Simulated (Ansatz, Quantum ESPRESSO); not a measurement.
# Mode couplings of Pd (Fm-3m) in a second program, part 2 of 2

Each step names its level of theory.

So far. Step 2 (Relaxation): The largest force is now zero by symmetry and the largest stress component 0.036 GPa. Step 3 (Second program, ground state): With these potentials, mesh and smearing the cell is at 0.16 GPa. The relaxed cell has a = 3.945 Å (conventional setting).

## (4) Second program, linear response: Fermi–Dirac smearing of 0.1 eV

Level of this step: DFT PBE, scalar-relativistic, plane waves, GBRV ultrasoft pseudopotentials (Quantum ESPRESSO).

ph.x gives each mode's frequency and linewidth; λ of a mode follows from Gaussian double-delta sums over the k mesh, here at four widths.

ph.in reads:

```
phonons and couplings
 &inputph
    prefix='x',
    outdir='./tmp',
    tr2_ph=1.0d-15,
    fildyn='x.dyn',
    fildvscf='dvscf',
    ldisp=.true.,
    nq1=3,
    nq2=3,
    nq3=3,
    electron_phonon='simple',
    el_ph_ngauss=0,
    el_ph_sigma=0.00734986,
    el_ph_nsigma=4,
    alpha_mix(1)=0.5,
    amass(1)=106.42,
 /
```

Run with:

```console
$ OMP_NUM_THREADS=1 mpirun -n 4 ph.x -nk 4 -in ph.in > ph.x.log
```

The log of the run:

```text
[banner, memory and clock lines left out]
Program PHONON v.7.5

     ./tmp/x.save/

     IMPORTANT: XC functional enforced from input :
     Exchange-correlation= PBE
                           (   1   4   3   4   0   0   0)
     Any further DFT definition will be discarded
     Please, verify this is what you really want

     G-vector sticks info

     negative rho (up, down):  7.897E-02 0.000E+00
     Reading collected, re-writing distributed wavefunctions in ./tmp/

     Dynamical matrices for ( 3, 3, 3)  uniform grid of q-points
     (   4 q-points):
       N         xq(1)         xq(2)         xq(3)
       1   0.000000000   0.000000000   0.000000000
       2   0.235702260   0.235702260  -0.235702260
       3   0.471404521   0.000000000  -0.000000000
       4  -0.000000000  -0.471404521   0.471404521

     Number and degeneracy of irreps per q-point
       N         xq(1)         xq(2)         xq(3)   N irreps
       1   0.000000000   0.000000000   0.000000000       1
        3
       2   0.235702260   0.235702260  -0.235702260       2
        1   2
       3   0.471404521   0.000000000  -0.000000000       2
        1   2
       4  -0.000000000  -0.471404521   0.471404521       3
     No degeneracy

     Saving dvscf to file. Distribute only q points, not irreducible representations.

     Calculation of q =    0.0000000   0.0000000   0.0000000

     phonons and couplings

     bravais-lattice index     =            0
     lattice parameter (alat)  =       5.2708  a.u.
     unit-cell volume          =     103.5443 (a.u.)^3
     number of atoms/cell      =            1
     number of atomic types    =            1
     kinetic-energy cut-off    =      45.0000  Ry
     charge density cut-off    =     360.0000  Ry
     convergence threshold     =      1.0E-15
     beta                      =       0.5000
     number of iterations used =            4
     Exchange-correlation= PBE
                           (   1   4   3   4   0   0   0)

     celldm(1)=    5.27085  celldm(2)=    0.00000  celldm(3)=    0.00000
     celldm(4)=    0.00000  celldm(5)=    0.00000  celldm(6)=    0.00000

     crystal axes: (cart. coord. in units of alat)
               a(1) = (  0.0000  0.7071  0.7071 )
               a(2) = (  0.7071  0.0000  0.7071 )
               a(3) = (  0.7071  0.7071  0.0000 )

     reciprocal axes: (cart. coord. in units 2 pi/alat)
               b(1) = ( -0.7071  0.7071  0.7071 )
               b(2) = (  0.7071 -0.7071  0.7071 )
               b(3) = (  0.7071  0.7071 -0.7071 )

     Atoms inside the unit cell:

     Cartesian axes

     site n.  atom      mass           positions (alat units)
        1  Pd    106.4200   tau(    1) = (    0.00000    0.00000    0.00000  )

     Computing dynamical matrix for
                    q = (   0.0000000   0.0000000   0.0000000 )

     49 Sym.Ops. (with q -> -q+G )

     G cutoff =  253.3399  (  11935 G-vectors)     FFT grid: ( 32, 32, 32)
     G cutoff =  126.6700  (   4279 G-vectors)  smooth grid: ( 24, 24, 24)

     number of k points=    72  Fermi-Dirac smearing, width (Ry)=  0.0073

     PseudoPot. # 1 for Pd read from file:
     ./pseudo/Pd.upf
     Pseudo is Ultrasoft + core correction, Zval = 16.0
     Using radial grid of  887 points,  6 beta functions with:
                l(1) =   0
                l(2) =   0
                l(3) =   1
                l(4) =   1
                l(5) =   2
                l(6) =   2
     Q(r) pseudized with  8 coefficients,  rinner =    1.130   1.130   1.130
                                                       1.130   1.130

     Mode symmetry, O_h (m-3m)  point group:

     Atomic displacements:
     There are    1 irreducible representations

     Representation     1      3 modes -  To be done

     Alpha used in Ewald sum =   2.8000

     negative rho (up, down):  7.897E-02 0.000E+00

     Representation #   1 modes #   1   2   3

     Self-consistent Calculation

     Pert. #  1: Fermi energy shift (Ry) =     2.3695E-26     1.4106E-37
     Pert. #  2: Fermi energy shift (Ry) =    -1.0097E-25     2.2334E-37
     Pert. #  3: Fermi energy shift (Ry) =    -2.9458E-25    -7.0530E-38

      thresh= 1.000E-02 alpha_mix =  0.500 |ddv_scf|^2 =  7.447E-06

     Pert. #  1: Fermi energy shift (Ry) =    -4.6313E-26     4.8979E-40
     Pert. #  2: Fermi energy shift (Ry) =     3.1033E-26     4.6530E-39
     Pert. #  3: Fermi energy shift (Ry) =    -3.5610E-25    -6.1224E-39

      thresh= 2.729E-04 alpha_mix =  0.500 |ddv_scf|^2 =  4.560E-07

     Pert. #  1: Fermi energy shift (Ry) =    -1.6358E-25     1.8367E-40
     Pert. #  2: Fermi energy shift (Ry) =    -2.8848E-25     3.8265E-40
     Pert. #  3: Fermi energy shift (Ry) =     2.4880E-25     6.4285E-40

      thresh= 6.752E-05 alpha_mix =  0.500 |ddv_scf|^2 =  2.034E-09

     Pert. #  1: Fermi energy shift (Ry) =     2.9888E-26     4.5918E-41
     Pert. #  2: Fermi energy shift (Ry) =    -1.3093E-25     1.1479E-41
     Pert. #  3: Fermi energy shift (Ry) =    -1.7765E-25     7.6530E-42

      thresh= 4.510E-06 alpha_mix =  0.500 |ddv_scf|^2 =  3.494E-11

     Pert. #  1: Fermi energy shift (Ry) =     4.0390E-27     2.4872E-41
     Pert. #  2: Fermi energy shift (Ry) =    -6.5229E-26     9.8054E-42
     Pert. #  3: Fermi energy shift (Ry) =    -6.8057E-26     3.3482E-42

      thresh= 5.911E-07 alpha_mix =  0.500 |ddv_scf|^2 =  1.966E-12

     Pert. #  1: Fermi energy shift (Ry) =    -3.6755E-26    -1.1001E-41
     Pert. #  2: Fermi energy shift (Ry) =    -6.5902E-26     1.5545E-42
     Pert. #  3: Fermi energy shift (Ry) =     2.2992E-25    -3.1090E-42

      thresh= 1.402E-07 alpha_mix =  0.500 |ddv_scf|^2 =  1.783E-14

     Pert. #  1: Fermi energy shift (Ry) =     4.0794E-26     1.4828E-41
     Pert. #  2: Fermi energy shift (Ry) =    -5.1833E-27     1.3991E-41
     Pert. #  3: Fermi energy shift (Ry) =     7.4182E-26     4.5439E-42

      thresh= 1.335E-08 alpha_mix =  0.500 |ddv_scf|^2 =  6.307E-17

     End of self-consistent calculation

     Convergence has been achieved

     Number of q in the star =    1
     List of q in the star:
          1   0.000000000   0.000000000   0.000000000

     Diagonalizing the dynamical matrix

     q = (    0.000000000   0.000000000   0.000000000 )

 **************************************************************************
     freq (    1) =       0.133566 [THz] =       4.455288 [cm-1]
     freq (    2) =       0.133566 [THz] =       4.455288 [cm-1]
     freq (    3) =       0.133566 [THz] =       4.455288 [cm-1]
 **************************************************************************

     Mode symmetry, O_h (m-3m)  point group:

[...]
(   1   4   3   4   0   0   0)

     celldm(1)=   5.270847  celldm(2)=   0.000000  celldm(3)=   0.000000
     celldm(4)=   0.000000  celldm(5)=   0.000000  celldm(6)=   0.000000

     crystal axes: (cart. coord. in units of alat)
               a(1) = (   0.000000   0.707107   0.707107 )
               a(2) = (   0.707107   0.000000   0.707107 )
               a(3) = (   0.707107   0.707107   0.000000 )

     reciprocal axes: (cart. coord. in units 2 pi/alat)
               b(1) = ( -0.707107  0.707107  0.707107 )
               b(2) = (  0.707107 -0.707107  0.707107 )
               b(3) = (  0.707107  0.707107 -0.707107 )

     PseudoPot. # 1 for Pd read from file:
     ./pseudo/Pd.upf
     Pseudo is Ultrasoft + core correction, Zval = 16.0
     Using radial grid of  887 points,  6 beta functions with:
[...]
l(5) =   2
                l(6) =   2
     Q(r) pseudized with  8 coefficients,  rinner =    1.130   1.130   1.130
                                                       1.130   1.130

     atomic species   valence    mass     pseudopotential
     Pd               16.00   106.42000     Pd( 1.00)

     48 Sym. Ops., with inversion, found

   Cartesian axes

     site n.     atom                  positions (alat units)
         1        Pd     tau(   1) = (   0.0000000   0.0000000   0.0000000  )

     number of k points=  1020  Fermi-Dirac smearing, width (Ry)=  0.0073

     Number of k-points >= 100: set verbosity='high' to print them.

     Dense  grid:    11935 G-vectors     FFT dimensions: (  32,  32,  32)

     Smooth grid:     4279 G-vectors     FFT dimensions: (  24,  24,  24)

     The potential is recalculated from file :
     ./tmp/_ph0/x.q_4/x.save/charge-density

     negative rho (up, down):  7.897E-02 0.000E+00
     Starting wfcs are   12 atomic +    3 random wfcs

     Band Structure Calculation
     Davidson diagonalization with overlap

     ethr =  6.25E-11,  avg # of iterations = 15.5

     End of band structure calculation

     Number of k-points >= 100: set verbosity='high' to print the bands.

     the Fermi energy is    17.7482 ev

     Writing config to output data dir ./tmp/_ph0/x.q_4/x.save/ :
     XML data file

     phonons and couplings

     bravais-lattice index     =            0
     lattice parameter (alat)  =       5.2708  a.u.
     unit-cell volume          =     103.5443 (a.u.)^3
     number of atoms/cell      =            1
     number of atomic types    =            1
     kinetic-energy cut-off    =      45.0000  Ry
     charge density cut-off    =     360.0000  Ry
     convergence threshold     =      1.0E-15
     beta                      =       0.5000
     number of iterations used =            4
     Exchange-correlation= PBE
                           (   1   4   3   4   0   0   0)

     celldm(1)=    5.27085  celldm(2)=    0.00000  celldm(3)=    0.00000
     celldm(4)=    0.00000  celldm(5)=    0.00000  celldm(6)=    0.00000

     crystal axes: (cart. coord. in units of alat)
               a(1) = (  0.0000  0.7071  0.7071 )
               a(2) = (  0.7071  0.0000  0.7071 )
               a(3) = (  0.7071  0.7071  0.0000 )

     reciprocal axes: (cart. coord. in units 2 pi/alat)
               b(1) = ( -0.7071  0.7071  0.7071 )
               b(2) = (  0.7071 -0.7071  0.7071 )
               b(3) = (  0.7071  0.7071 -0.7071 )

     Atoms inside the unit cell:

     Cartesian axes

     site n.  atom      mass           positions (alat units)
        1  Pd    106.4200   tau(    1) = (    0.00000    0.00000    0.00000  )

     Computing dynamical matrix for
                    q = (  -0.0000000  -0.4714045   0.4714045 )

      4 Sym.Ops. (no q -> -q+G )

     G cutoff =  253.3399  (  11935 G-vectors)     FFT grid: ( 32, 32, 32)
     G cutoff =  126.6700  (   4279 G-vectors)  smooth grid: ( 24, 24, 24)

     number of k points=  1020  Fermi-Dirac smearing, width (Ry)=  0.0073

     PseudoPot. # 1 for Pd read from file:
     ./pseudo/Pd.upf
     Pseudo is Ultrasoft + core correction, Zval = 16.0
     Using radial grid of  887 points,  6 beta functions with:
                l(1) =   0
                l(2) =   0
                l(3) =   1
                l(4) =   1
                l(5) =   2
                l(6) =   2
     Q(r) pseudized with  8 coefficients,  rinner =    1.130   1.130   1.130
                                                       1.130   1.130

     Mode symmetry, C_2v (mm2)  point group:

     Atomic displacements:
     There are    3 irreducible representations

     Representation     1      1 modes -  To be done

     Representation     2      1 modes -  To be done

     Representation     3      1 modes -  To be done

     Alpha used in Ewald sum =   2.8000

     negative rho (up, down):  7.897E-02 0.000E+00

     Representation #   1 mode #   1

     Self-consistent Calculation

[...]
End of self-consistent calculation

     Convergence has been achieved

     Representation #   2 mode #   2

     Self-consistent Calculation

[...]
End of self-consistent calculation

     Convergence has been achieved

     Representation #   3 mode #   3

     Self-consistent Calculation

[...]
thresh= 2.300E-03 alpha_mix =  0.500 |ddv_scf|^2 =  1.272E-05

      thresh= 3.566E-04 alpha_mix =  0.500 |ddv_scf|^2 =  1.898E-07

      thresh= 4.357E-05 alpha_mix =  0.500 |ddv_scf|^2 =  3.530E-09

      thresh= 5.942E-06 alpha_mix =  0.500 |ddv_scf|^2 =  3.719E-11

      thresh= 6.098E-07 alpha_mix =  0.500 |ddv_scf|^2 =  2.617E-12

      thresh= 1.618E-07 alpha_mix =  0.500 |ddv_scf|^2 =  1.181E-13

      thresh= 3.437E-08 alpha_mix =  0.500 |ddv_scf|^2 =  1.023E-14

      thresh= 1.011E-08 alpha_mix =  0.500 |ddv_scf|^2 =  2.199E-16

     End of self-consistent calculation

     Convergence has been achieved

     Number of q in the star =   12
     List of q in the star:
[...]
5  -0.471404521   0.471404521   0.000000000
          6   0.471404521  -0.471404521   0.000000000
          7  -0.471404521  -0.471404521  -0.000000000
          8   0.000000000   0.471404521  -0.471404521
          9   0.471404521  -0.000000000  -0.471404521
         10   0.471404521   0.000000000   0.471404521
         11  -0.471404521   0.000000000  -0.471404521
         12  -0.471404521  -0.000000000   0.471404521

     Diagonalizing the dynamical matrix

     q = (   -0.000000000  -0.471404521   0.471404521 )

 **************************************************************************
     freq (    1) =       3.690218 [THz] =     123.092424 [cm-1]
     freq (    2) =       5.363049 [THz] =     178.892046 [cm-1]
     freq (    3) =       5.403845 [THz] =     180.252870 [cm-1]
 **************************************************************************

     Mode symmetry, C_2v (mm2)  point group:

     freq (   1-   1) =        123.1  [cm-1]   --> B_1  D_3  S_3
     freq (   2-   2) =        178.9  [cm-1]   --> B_2  D_4  S_4
     freq (   3-   3) =        180.3  [cm-1]   --> A_1  D_1  S_1

     Gaussian Broadening:   0.007 Ry, ngauss=   0
     DOS = 18.184628 states/spin/Ry/Unit Cell at Ef= 17.714568 eV
     double delta at Ef =607.974983
[...]
Gaussian Broadening:   0.015 Ry, ngauss=   0
     DOS = 15.239918 states/spin/Ry/Unit Cell at Ef= 17.735505 eV
     double delta at Ef =409.247187
[...]
lambda(    2)=  0.0395   gamma=   16.55 GHz
     lambda(    3)=  0.0612   gamma=   26.00 GHz

     Gaussian Broadening:   0.022 Ry, ngauss=   0
     DOS = 12.960270 states/spin/Ry/Unit Cell at Ef= 17.765629 eV
     double delta at Ef =303.885315
     lambda(    1)=  0.0880   gamma=   14.83 GHz
     lambda(    2)=  0.0453   gamma=   16.13 GHz
     lambda(    3)=  0.0658   gamma=   23.79 GHz

     Gaussian Broadening:   0.029 Ry, ngauss=   0
     DOS = 11.172463 states/spin/Ry/Unit Cell at Ef= 17.801175 eV
     double delta at Ef =229.696344
     lambda(    1)=  0.0902   gamma=   13.11 GHz
     lambda(    2)=  0.0475   gamma=   14.57 GHz
     lambda(    3)=  0.0654   gamma=   20.37 GHz
```

The job ended after 5.1 min (4 MPI ranks of Arm Neoverse V1, shared host).

Numbers from this step:

```
highest frequency, solved or plainly interpolated : 189.5 cm⁻¹
omega log against width                           : 15.89, 16.16, 16.4, 16.49 meV, at widths 0.1 to 0.4 eV
```

As ph.x prints them, no sum rule imposed; at the zone centre the sum is no linewidth. Double-delta sums:

```tsv
q1	q2	q3	star	mode	omega (meV)	lambda_q, sigma 0.1 eV	lambda_q, sigma 0.2 eV	lambda_q, sigma 0.3 eV	lambda_q, sigma 0.4 eV	half width at sigma 0.2 (meV)
0	0	0	1	1	0.5524	0	0	0	0	1.24e-4
0	0	0	1	2	0.5524	0	0	0	0	1.24e-4
0	0	0	1	3	0.5524	0	0	0	0	1.24e-4
0	0	0.3333	8	1	10.91	0.1014	0.0885	0.0792	0.0735	0.0371
0	0	0.3333	8	2	10.91	0.1014	0.0885	0.0792	0.0735	0.0371
0	0	0.3333	8	3	23.49	0.0384	0.0332	0.0297	0.0278	0.06452
0	0.3333	0.3333	6	1	15.81	0.0638	0.0497	0.0477	0.0479	0.04371
0	0.3333	0.3333	6	2	15.81	0.0638	0.0497	0.0477	0.0479	0.04371
0	0.3333	0.3333	6	3	22.99	0.0758	0.0651	0.0596	0.0532	0.121
0	0.3333	-0.3333	12	1	15.26	0.0987	0.0836	0.088	0.0902	0.06853
0	0.3333	-0.3333	12	2	22.18	0.0344	0.0395	0.0453	0.0475	0.06845
0	0.3333	-0.3333	12	3	22.35	0.0572	0.0612	0.0658	0.0654	0.1075
```

Mean over the q mesh without its centre; few wavevectors enter, so none of the widths can be taken as converged. Table of coupling constant λ, lambda by Gaussian width:

```tsv
Gaussian width (eV)	coupling constant λ, lambda
0.100	0.209
0.200	0.188
0.300	0.185
0.400	0.182
```

λ runs from 0.209 at 0.1 eV to 0.182 at 0.4 eV.

## (5) Results

| Quantity | Value |
| --- | --- |
| phonon run of the rows without a label of their own | PBE, q 3×3×3, k 12×12×12 |
| coupling λ by Gaussian sums at 0.2 eV, Quantum ESPRESSO, GBRV, cutoff 612 eV, q 3×3×3, k 12×12×12 | 0.188 |

What this shows: Under gradient-corrected functionals ph.x can misplace modes where the density is low; no frozen-phonon run checks these frequencies. In the last run that gave them, λ from the Gaussian sums is steady within 15 % between widths of 0.1 and 0.4 eV; these sums hold few wavevectors and leave out the zone centre.

[Logs are printed without paths, hosts, clocks, repeated set-up lines and the standing remarks that a program may print on its own settings, such as how far it seeks lower states.]

[Hosts, paths, dates, database ids (printed as entryN), source tags and the programs' standing remarks are cut or masked in the printed files.]
